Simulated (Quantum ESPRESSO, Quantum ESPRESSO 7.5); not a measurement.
# O on hollow sites of W(110): a series in the coverage

Wanted: a table for O on hollow sites of W(110) against the coverage, and what can be fitted to it.

Method: plane-wave DFT, PBE, GBRV ultrasoft pseudopotentials, in Quantum ESPRESSO 7.5.

## Step 1: Set-up

The structure is cubic, space group Im-3m (No. 229). Conventional cell: a = 3.160 Å, b = 3.160 Å, c = 3.160 Å, α = 90.00°, β = 90.00°, γ = 90.00°. Nearest to W lie 8 W at 2.74 Å.

Set-up: Slabs of 3 layers, covered on the upper face; adsorbates and the top layer relax in a periodic cell, the rest is held (the clean slab relaxes both outer layers); a run under open boundaries (ESM, bc1) gives both vacuum levels. Cells of one to 9 surface sites carry the coverages, on meshes of like density; cold smearing of 0.02 Ry. The slabs take the lattice constants of the bulk relaxed by the same program.

Members 0.1667, 0.25, 0.3333, 0.5 and 0.6667 took the same steps and show in the table alone.

## Step 2: Relaxing cell and ions of the reference

The bulk crystal is relaxed in cell and atoms; the members are built on its lattice constants.

File ref.vc.in:

```
&control
  prefix = 'ref.vc'
  outdir = './out'
  pseudo_dir = './pseudo'
  nstep = 40
  forc_conv_thr = 0.0003
  calculation = 'vc-relax'
/
&system
  ibrav = 0
  nat = 1
  ntyp = 1
  ecutwfc = 50
  ecutrho = 250
  occupations = 'smearing'
  smearing = 'mv'
  degauss = 0.02
/
&electrons
  conv_thr = 1e-09
  mixing_beta = 0.4
  electron_maxstep = 120
/
&ions
/
&cell
  press_conv_thr = 0.3
/
ATOMIC_SPECIES
  W   183.8400  w_pbe_v1.2.uspp.F.UPF
CELL_PARAMETERS angstrom
  -1.58000000000000 1.58000000000000 1.58000000000000
  1.58000000000000 -1.58000000000000 1.58000000000000
  1.58000000000000 1.58000000000000 -1.58000000000000
ATOMIC_POSITIONS crystal
  W   0.000000000000 0.000000000000 0.000000000000
K_POINTS automatic
  18 18 18 0 0 0
```

Launch:

```sh
OMP_NUM_THREADS=1 mpirun -n 8 pw.x -nk 8 -in ref.vc.in > ref.vc.out
```

The log of the run:

```text
Program PWSCF v.7.5 starts
[citation notice left out]

     Parallel version (MPI & OpenMP), running on       8 processor cores
     Number of MPI processes:                 8
     Threads/MPI process:                     1

     MPI processes distributed on     1 nodes
[...]
Current dimensions of program PWSCF are:
     Max number of different atomic species (ntypx) = 10
     Max number of k-points (npk) =  40000
     Max angular momentum in pseudopotentials (lmaxx) =  4
     Message from routine setup:
     using ibrav=0 with symmetry is DISCOURAGED, use correct ibrav instead

     K-points division:     npool     =       8
     Subspace diagonalization in iterative solution of the eigenvalue problem:
     a serial algorithm will be used

     G-vector sticks info
     --------------------
     sticks:   dense  smooth     PW     G-vecs:    dense   smooth      PW
     Sum         487     399    159                 7011     5089    1253

     Using Slab Decomposition

     bravais-lattice index     =            0
     lattice parameter (alat)  =       5.1715  a.u.
     unit-cell volume          =     106.4701 (a.u.)^3
     number of atoms/cell      =            1
     number of atomic types    =            1
     number of electrons       =        14.00
     number of Kohn-Sham states=           11
     kinetic-energy cutoff     =      50.0000  Ry
     charge density cutoff     =     250.0000  Ry
     scf convergence threshold =      1.0E-09
     mixing beta               =       0.4000
     number of iterations used =            8  plain     mixing
     energy convergence thresh.=      1.0E-04
     force convergence thresh. =      3.0E-04
     press convergence thresh. =      3.0E-01
     Exchange-correlation= SLA  PW   PBE  PBE
                           (   1   4   3   4   0   0   0)
     nstep                     =           40

     celldm(1)=   5.171501  celldm(2)=   0.000000  celldm(3)=   0.000000
     celldm(4)=   0.000000  celldm(5)=   0.000000  celldm(6)=   0.000000

     crystal axes: (cart. coord. in units of alat)
               a(1) = (  -0.577350   0.577350   0.577350 )
               a(2) = (   0.577350  -0.577350   0.577350 )
               a(3) = (   0.577350   0.577350  -0.577350 )

     reciprocal axes: (cart. coord. in units 2 pi/alat)
               b(1) = ( -0.000000  0.866025  0.866025 )
               b(2) = (  0.866025 -0.000000  0.866025 )
               b(3) = (  0.866025  0.866025  0.000000 )

     PseudoPot. # 1 for W  read from file:
     ./pseudo/w_pbe_v1.2.uspp.F.UPF
     Pseudo is Ultrasoft + core correction, Zval = 14.0
     Generated by new atomic code, or converted to UPF format
     Using radial grid of  923 points,  8 beta functions with:
                l(1) =   0
                l(2) =   0
                l(3) =   0
                l(4) =   1
                l(5) =   1
                l(6) =   2
                l(7) =   2
                l(8) =   3
     Q(r) pseudized with  6 coefficients,  rinner =    1.350   1.350   1.350
                                                       1.350   1.350   1.350
                                                       1.350

     atomic species   valence    mass     pseudopotential
     W                14.00   183.84000     W ( 1.00)

     48 Sym. Ops., with inversion, found

   Cartesian axes

     site n.     atom                  positions (alat units)
         1        W      tau(   1) = (   0.0000000   0.0000000   0.0000000  )

     number of k points=   195  Marzari-Vanderbilt smearing, width (Ry)=  0.0200

     Number of k-points >= 100: set verbosity='high' to print them.

     Dense  grid:     7011 G-vectors     FFT dimensions: (  25,  25,  25)

     Smooth grid:     5089 G-vectors     FFT dimensions: (  24,  24,  24)

     Estimated max dynamical RAM per process >      18.56 MB

     Estimated total dynamical RAM >     136.47 MB

     Initial potential from superposition of free atoms

     starting charge      13.8997, renormalised to      14.0000

     negative rho (up, down):  5.992E-02 0.000E+00
     Starting wfcs are   13 randomized atomic wfcs

     total cpu time spent up to now is        0.7 secs

     per-process dynamical memory:    19.0 Mb

     Self-consistent Calculation

     iteration #  1     ecut=    50.00 Ry     beta= 0.40
     Davidson diagonalization with overlap
     ethr =  1.00E-02,  avg # of iterations =  2.9

     Threshold (ethr) on eigenvalues was too large:
     Diagonalizing with lowered threshold

     Davidson diagonalization with overlap
     ethr =  3.70E-04,  avg # of iterations =  1.2

     negative rho (up, down):  6.103E-02 0.000E+00

     total cpu time spent up to now is        1.3 secs

     total energy              =    -159.14020988 Ry
     estimated scf accuracy    <       0.05476276 Ry

     iteration #  2     ecut=    50.00 Ry     beta= 0.40
[...]
negative rho (up, down):  6.265E-02 0.000E+00

[...]
total energy              =    -159.14044578 Ry
     estimated scf accuracy    <       0.00830064 Ry

     iteration #  3     ecut=    50.00 Ry     beta= 0.40
[...]
negative rho (up, down):  6.388E-02 0.000E+00

[...]
total energy              =    -159.14176850 Ry
     estimated scf accuracy    <       0.00040189 Ry

     iteration #  4     ecut=    50.00 Ry     beta= 0.40
[...]
negative rho (up, down):  6.380E-02 0.000E+00

[...]
total energy              =    -159.14179284 Ry
     estimated scf accuracy    <       0.00002008 Ry

     iteration #  5     ecut=    50.00 Ry     beta= 0.40
[...]
negative rho (up, down):  6.373E-02 0.000E+00

[...]
total energy              =    -159.14179808 Ry
     estimated scf accuracy    <       0.00000023 Ry

     iteration #  6     ecut=    50.00 Ry     beta= 0.40
[...]
negative rho (up, down):  6.355E-02 0.000E+00

[...]
total energy              =    -159.14179816 Ry
     estimated scf accuracy    <       0.00000013 Ry

     iteration #  7     ecut=    50.00 Ry     beta= 0.40
[...]
negative rho (up, down):  6.357E-02 0.000E+00

[...]
total energy              =    -159.14179815 Ry
     estimated scf accuracy    <       0.00000008 Ry

     iteration #  8     ecut=    50.00 Ry     beta= 0.40
[...]
negative rho (up, down):  6.358E-02 0.000E+00

[...]
one-electron contribution =     -15.92836910 Ry
     hartree contribution      =      16.06920058 Ry
     xc contribution           =     -41.22041128 Ry
     ewald contribution        =    -118.06213231 Ry

     convergence has been achieved in   4 iterations

     negative rho (up, down):  6.417E-02 0.000E+00

     Forces acting on atoms (cartesian axes, Ry/au):

     atom    1 type  1   force =     0.00000000    0.00000000    0.00000000

     Total force =     0.000000     Total SCF correction =     0.000000

     Computing stress (Cartesian axis) and pressure

     negative rho (up, down):  6.417E-02 0.000E+00
          total   stress  (Ry/bohr**3)                   (kbar)     P=      -43.01
  -0.00029238  -0.00000000  -0.00000000          -43.01       -0.00       -0.00
  -0.00000000  -0.00029238  -0.00000000           -0.00      -43.01       -0.00
  -0.00000000  -0.00000000  -0.00029238           -0.00       -0.00      -43.01

     Energy error            =      2.9E-04 Ry
     Gradient error          =      0.0E+00 Ry/Bohr
     Cell gradient error     =      4.3E+01 kbar

     number of scf cycles    =   2
     number of bfgs steps    =   1

     enthalpy           old  =    -159.1417981510 Ry
     enthalpy           new  =    -159.1420900579 Ry

     CASE: enthalpy          _new < enthalpy          _old

     new trust radius        =       0.0094860173 bohr
     new conv_thr            =            1.0E-11 Ry

     new unit-cell volume =    108.77719 a.u.^3 (    16.11912 Ang^3 )
     density =     18.93860 g/cm^3

CELL_PARAMETERS (angstrom)
  -1.591330600   1.591330600   1.591330600
   1.591330600  -1.591330600   1.591330600
   1.591330600   1.591330600  -1.591330600

ATOMIC_POSITIONS (crystal)
W                0.0000000000        0.0000000000        0.0000000000

[...]
NEW-OLD atomic charge density approx. for the potential
     New effective cutoffs (rho, wfc):  244.47   49.29

     negative rho (up, down):  6.395E-02 0.000E+00

     total cpu time spent up to now is        5.5 secs

     per-process dynamical memory:    26.9 Mb

     Self-consistent Calculation

     iteration #  1     ecut=    50.00 Ry     beta= 0.40
     Davidson diagonalization with overlap
     ethr =  1.00E-06,  avg # of iterations =  4.0

     Threshold (ethr) on eigenvalues was too large:
     Diagonalizing with lowered threshold

     Davidson diagonalization with overlap
     ethr =  5.33E-08,  avg # of iterations =  1.2

     negative rho (up, down):  6.396E-02 0.000E+00

     total cpu time spent up to now is        6.1 secs

     total energy              =    -159.14231723 Ry
     estimated scf accuracy    <       0.00000720 Ry

[...]
iteration #  6     ecut=    50.00 Ry     beta= 0.40
[...]
negative rho (up, down):  6.395E-02 0.000E+00

[...]
End of self-consistent calculation

     Number of k-points >= 100: set verbosity='high' to print the bands.

     the Fermi energy is    22.2684 ev

!    total energy              =    -159.14231759 Ry
     estimated scf accuracy    <          1.0E-12 Ry
     smearing contrib. (-TS)   =      -0.00035759 Ry
     internal energy E=F+TS    =    -159.14196000 Ry

     The total energy is F=E-TS. E is the sum of the following terms:
     one-electron contribution =     -15.18530079 Ry
     hartree contribution      =      15.88145233 Ry
     xc contribution           =     -41.24029042 Ry
     ewald contribution        =    -118.59782112 Ry

     convergence has been achieved in   6 iterations

     negative rho (up, down):  6.395E-02 0.000E+00

     Forces acting on atoms (cartesian axes, Ry/au):

     atom    1 type  1   force =     0.00000000    0.00000000    0.00000000

     Total force =     0.000000     Total SCF correction =     0.000000

     Computing stress (Cartesian axis) and pressure

     negative rho (up, down):  6.395E-02 0.000E+00
          total   stress  (Ry/bohr**3)                   (kbar)     P=       -1.49
  -0.00001012  -0.00000000   0.00000000           -1.49       -0.00        0.00
  -0.00000000  -0.00001012  -0.00000000           -0.00       -1.49       -0.00
   0.00000000  -0.00000000  -0.00001012            0.00       -0.00       -1.49

     Energy error            =      2.3E-04 Ry
     Gradient error          =      0.0E+00 Ry/Bohr
     Cell gradient error     =      1.5E+00 kbar

     number of scf cycles    =   3
     number of bfgs steps    =   2

     enthalpy           old  =    -159.1420900579 Ry
     enthalpy           new  =    -159.1423175879 Ry

     CASE: enthalpy          _new < enthalpy          _old

     new trust radius        =       0.0003362190 bohr
     new conv_thr            =            1.0E-11 Ry

     new unit-cell volume =    108.72460 a.u.^3 (    16.11132 Ang^3 )
     density =     18.94776 g/cm^3

CELL_PARAMETERS (angstrom)
  -1.591074102   1.591074102   1.591074102
   1.591074102  -1.591074102   1.591074102
   1.591074102   1.591074102  -1.591074102

ATOMIC_POSITIONS (crystal)
W                0.0000000000        0.0000000000        0.0000000000

[...]
NEW-OLD atomic charge density approx. for the potential
     New effective cutoffs (rho, wfc):  244.55   49.30

     negative rho (up, down):  6.395E-02 0.000E+00

     total cpu time spent up to now is        7.6 secs

     per-process dynamical memory:    26.9 Mb

[...]
!    total energy              =    -159.14231785 Ry
[...]
Total force =     0.000000     Total SCF correction =     0.000000
[...]
Self-consistent Calculation

     iteration #  1     ecut=    50.00 Ry     beta= 0.40
     Davidson diagonalization with overlap
     c_bands:  1 eigenvalues not converged
     ethr =  1.00E-06,  avg # of iterations =  9.7

     negative rho (up, down):  6.289E-02 0.000E+00

     total cpu time spent up to now is       10.0 secs

     total energy              =    -159.14011733 Ry
     estimated scf accuracy    <       0.05829133 Ry

[...]
iteration # 11     ecut=    50.00 Ry     beta= 0.40
[...]
negative rho (up, down):  6.628E-02 0.000E+00

[...]
End of self-consistent calculation

     Number of k-points >= 100: set verbosity='high' to print the bands.

     the Fermi energy is    22.2806 ev

!    total energy              =    -159.14242300 Ry
     estimated scf accuracy    <          5.6E-12 Ry
     smearing contrib. (-TS)   =      -0.00035692 Ry
     internal energy E=F+TS    =    -159.14206608 Ry

     The total energy is F=E-TS. E is the sum of the following terms:
     one-electron contribution =     -15.15914802 Ry
     hartree contribution      =      15.87501916 Ry
     xc contribution           =     -41.24099690 Ry
     ewald contribution        =    -118.61694033 Ry

     convergence has been achieved in  11 iterations

     negative rho (up, down):  6.628E-02 0.000E+00

     Forces acting on atoms (cartesian axes, Ry/au):

     atom    1 type  1   force =     0.00000000    0.00000000    0.00000000

     Total force =     0.000000     Total SCF correction =     0.000000

     Computing stress (Cartesian axis) and pressure

     negative rho (up, down):  6.628E-02 0.000E+00
          total   stress  (Ry/bohr**3)                   (kbar)     P=        1.41
   0.00000958  -0.00000000  -0.00000000            1.41       -0.00       -0.00
   0.00000000   0.00000958  -0.00000000            0.00        1.41       -0.00
  -0.00000000  -0.00000000   0.00000958           -0.00       -0.00        1.41

[...]
=------------------------------------------------------------------------------=
   JOB DONE.
=------------------------------------------------------------------------------=
```

The job ended after 14 s (8 MPI ranks of Arm Neoverse V1, shared host; peak memory 0.47 GiB).

Step by step:

```tsv
step	energy less that of the first step (eV)	largest force (eV/Å)	volume (Å³)
1	0.0000	0.0000	15.78
2	-0.0040	0.0000	16.34
3	-0.0071	0.0000	16.12
4	-0.0071	0.0000	16.11
5	-0.0085	0.0000	16.11
```

```tsv
conventional cell, symmetrised	before	after	change
a (Å)	3.160	3.182	+0.7 %
b (Å)	3.160	3.182	+0.7 %
c (Å)	3.160	3.182	+0.7 %
volume (Å³/atom)	15.78	16.11	+2.1 %
```

The relaxed structure:

```
W
1.0
    -1.59107    1.59107    1.59107
     1.59107   -1.59107    1.59107
     1.59107    1.59107   -1.59107
W
1
Direct
  0.00000 0.00000 0.00000
```

 The last row is no step: it is a fresh SCF in the final cell with a new plane-wave basis, -1 meV from the row before.

Read from the output:

* free energy: -2165.2430 eV
* Fermi energy: 22.28 eV

[end of part 1 of 9]

[Logs are printed without paths, hosts, clocks, repeated set-up lines and the standing remarks that a program may print on its own settings, such as how far it seeks lower states.]

[Hosts, paths, dates, database ids (printed as entryN), source tags and the programs' standing remarks are cut or masked in the printed files.]

[Maps of the electrostatic potential energy from Ansatz leave out the sawtooth potential of an applied field or a dipole correction, so their vacuum need not be flat; planar profiles and work functions include it.]
